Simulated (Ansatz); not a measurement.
# Changed inputs in constrained RPA: TaSeS (P3m1), part 2 of 2

Wanted: the sensitivity and cost of U and J for TaSeS (P3m1).

Ansatz 0.2.0; constrained RPA on LDA, plane waves, PAW.

So far. Step 3 (Changed: 6×6×2 mesh): On the Ta t2g shell, screening brings the on-site interaction from 8.6 eV down to U = 1.30 eV. Step 5 (Changed: accuracy high): On the Ta t2g shell, screening brings the on-site interaction from 8.6 eV down to U = 1.32 eV.

## Step 7: Changed: volume -3 %

The cell differs from the one that the last finished run ended in (a 3.433 → 3.399 Å, b 3.433 → 3.399 Å, c 6.400 → 6.335 Å).

Contents of input.yaml:

```yaml
crystal:
  lattice:
    - [-2.4032051447, 2.4032051645, 9.9e-09]
    - [2.4032051447, -9.9e-09, -2.4032051645]
    - [-3.6576869755, -3.657686926, -3.657686926]
  atoms:
    - { symbol: Ta, position: [0.0, 0.0, 0.010597] }
    - { symbol: Se, position: [0.66666667, 0.33333333, 0.743908] }
    - { symbol: S, position: [0.33333333, 0.66666667, 0.245495] }
kpoints:
  mp_grid: { grid: [12, 12, 4] }
hamiltonian:
  xc: lda
scf:
  occupations: { method: gaussian, width: 0.08 }
  n_extra_bands: 19
  max_iter: 150
output:
  crpa:
    kmesh: [6, 6, 4]
    target_bands: [v1, c2]
    projections: [{ species: Ta, l: d, shell: 5, orbitals: [dxz, dyz, dxy] }]
  local_orbitals:
    kmesh: [6, 6, 4]
    orbitals: [{ species: Ta, l: d, shell: 5, orbitals: [dxz, dyz, dxy] }]
    window: { bands: [v1, c2] }
    seedname: lo
```

Command:

```console
ansatz run input.yaml --threads 4 --pin off --max-ram 9216MiB --backend cpu --events-out ev --progress --plain --runs-dir out
```

Numbers of over 12 decimals in the logs are rounded to 6 here.

The program printed:

```text
Warning: the atoms were moved onto the symmetric positions of the space group found under crystal.symmetry.tolerance 1.0e-5 (fractional; no operation is sought that the atoms, as they stand in a round, miss by more than twice it, and no atom is moved by as much as it), and the run uses the moved positions. Before a round's move an operation carried an atom to 3.40e-8 Å from where it should land, the largest such dist [...]
[...]
k-point 68: bands = [... 14 lower, 6.8121, 7.0715, 7.1078, 11.6571, 11.7014, 11.8579, 15.1378, 15.3868, ... 15 higher]
[...]
χ-basis size per q: N_G = 223..240
[...]
Site 0, 5D, 3 of 5 d orbitals (Wannier functions 1, 2, 3; wannier90's mr 2, 3, 5):
      screened: U = 1.2666 eV, U' = 0.8434 eV, J = 0.1927 eV
      screened, to within: U = 2.7e-3 eV, U' = 2.7e-3 eV, J = 5.7e-4 eV
      bare: V = 8.4664 eV, V' = 7.7950 eV, J = 0.2806 eV
[...]
[key lines of the parts left out:]
SCF converged after 6 iterations
Free energy (F): -15938.233927 eV
Fermi energy:    10.448867 eV
```

The job ended after 2.7 min (4 threads of Arm Neoverse V2, shared host; peak memory 0.66 GiB).

This step gave:

| Property | Result |
| --- | --- |
| U | 1.267 eV |
| U prime (inter-orbital) | 0.8434 eV |
| J | 0.1927 eV |
| bare V | 8.466 eV |
| bare J | 0.2806 eV |
| stated bound on U | 0.002612 eV |
| U over bare V | 0.1496 |
| electrons in the window | 1.0000 |
| head of the constrained inverse dielectric matrix | 0.02778 |
| least eigenvalue of the projection's overlap | 0.4617 |
| target functions | 3 |
| bands in the sums | 40 |
| r.m.s. miss of the model bands | 0.05890 eV |
| width of the target bands | 4.169 eV |
| weight of the projected orbitals in the window | 0.7434 |

On the Ta t2g shell, screening brings the on-site interaction from 8.5 eV down to U = 1.27 eV.

## Step 8: Changed: volume +6 %

The cell differs from the one that the last finished run ended in (a 3.399 → 3.501 Å, b 3.399 → 3.501 Å, c 6.335 → 6.525 Å).

input.yaml: that of step 7 with these lines changed.

```diff
@@ -2,5 +2,5 @@
   lattice:
-    - [-2.4032051447, 2.4032051645, 9.9e-09]
-    - [2.4032051447, -9.9e-09, -2.4032051645]
-    - [-3.6576869755, -3.657686926, -3.657686926]
+    - [-2.4753439644, 2.4753439848, 1.02e-08]
+    - [2.4753439644, -1.02e-08, -2.4753439848]
+    - [-3.7674825217, -3.7674824707, -3.7674824707]
   atoms:
```

The program printed:

```text
[...]
Crystal: 3 atoms, lattice volume = 69.254 Å³
Basis set: ecut = 420 eV, 1335 PW (Γ)
Bands: 37, of which v1, the nominal top of the filled ones, is band 18 counted from 1 (17 counted from 0)
Symmetry: 6 space group operations
[...]
k-points: 69 of 576 (time reversal used)
[...]
k-point 68: bands = [... 14 lower, 5.7404, 5.9348, 5.9734, 10.2893, 10.2936, 10.4075, 13.3195, 13.6144, ... 15 higher]
[...]
χ-basis size per q: N_G = 240..260
[...]
Site 0, 5D, 3 of 5 d orbitals (Wannier functions 1, 2, 3; wannier90's mr 2, 3, 5):
      screened: U = 1.3930 eV, U' = 0.9420 eV, J = 0.2063 eV
      screened, to within: U = 2.9e-3 eV, U' = 2.9e-3 eV, J = 6.1e-4 eV
      bare: V = 8.7735 eV, V' = 8.0734 eV, J = 0.3003 eV
[...]
[key lines of the parts left out:]
SCF converged after 6 iterations
Free energy (F): -15937.934778 eV
Fermi energy:    9.163463 eV
```

Elapsed: 3.6 min, on 4 threads; peak memory 0.68 GiB; 14 min of CPU time.

Numbers from this step:

```
U                                                 : 1.393 eV
U prime (inter-orbital)                           : 0.9420 eV
J                                                 : 0.2063 eV
bare V                                            : 8.773 eV
bare J                                            : 0.3003 eV
stated bound on U                                 : 0.002877 eV
U over bare V                                     : 0.1588
electrons in the window                           : 1
head of the constrained inverse dielectric matrix : 0.04485
least eigenvalue of the projection's overlap      : 0.4963
target functions                                  : 3
bands in the sums                                 : 40
r.m.s. miss of the model bands                    : 0.04786 eV
width of the target bands                         : 3.609 eV
weight of the projected orbitals in the window    : 0.7683
```

On the Ta t2g shell, screening brings the on-site interaction from 8.8 eV down to U = 1.39 eV.

## Step 9: Side by side

Times are wall times on 4 threads of Arm Neoverse V2, shared host, good to a factor of about two.

```
          run  bare V (eV)  U (eV)  J (eV)  bound on U (eV)  width (eV)     time
target window         8.58   1.316   0.198           0.0027        3.97  2.7 min
   6×6×2 mesh         8.61   1.300   0.198           0.0024        3.97     55 s
accuracy high         8.58   1.317   0.198           0.0004        3.97  3.2 min
  volume -3 %         8.47   1.267   0.193           0.0026        4.17  2.7 min
  volume +6 %         8.77   1.393   0.206           0.0029        3.61  3.6 min
```

## Step 10: Outcome

* target window: U 1.32 eV, J 0.20 eV
* 6×6×2 mesh: U 1.30 eV, J 0.20 eV
* accuracy high: U 1.32 eV, J 0.20 eV
* volume -3 %: U 1.27 eV, J 0.19 eV
* volume +6 %: U 1.39 eV, J 0.21 eV

**Reading.** 6×6×2 mesh moves U by −0.02 eV at 0.35 times the time. Accuracy high moves U by +0.0005 eV (within the solver's bounds, for the mean over orbitals). Volume -3 % moves U by −0.05 eV. Volume +6 % moves U by +0.08 eV. The printed bound covers the solver alone, not the mesh, and no denser mesh than the base was run. The parent state is non-magnetic and the interaction static (zero frequency); U depends on the window and the orbitals, so it belongs to this model alone. Spin-orbit coupling, which is strong for atoms this heavy, is left out.

[Paths, hosts, dates, memory and timing lines, banners, echoed tables and standing remarks are left out of the program output.]

[Logs are printed without paths, hosts, clocks, repeated set-up lines and the standing remarks that a program may print on its own settings, such as how far it seeks lower states.]

[Runs of the session that timed out or met a known fault of the program may be left out.]

[Hosts, paths, dates, database ids (printed as entryN), source tags and the programs' standing remarks are cut or masked in the printed files.]
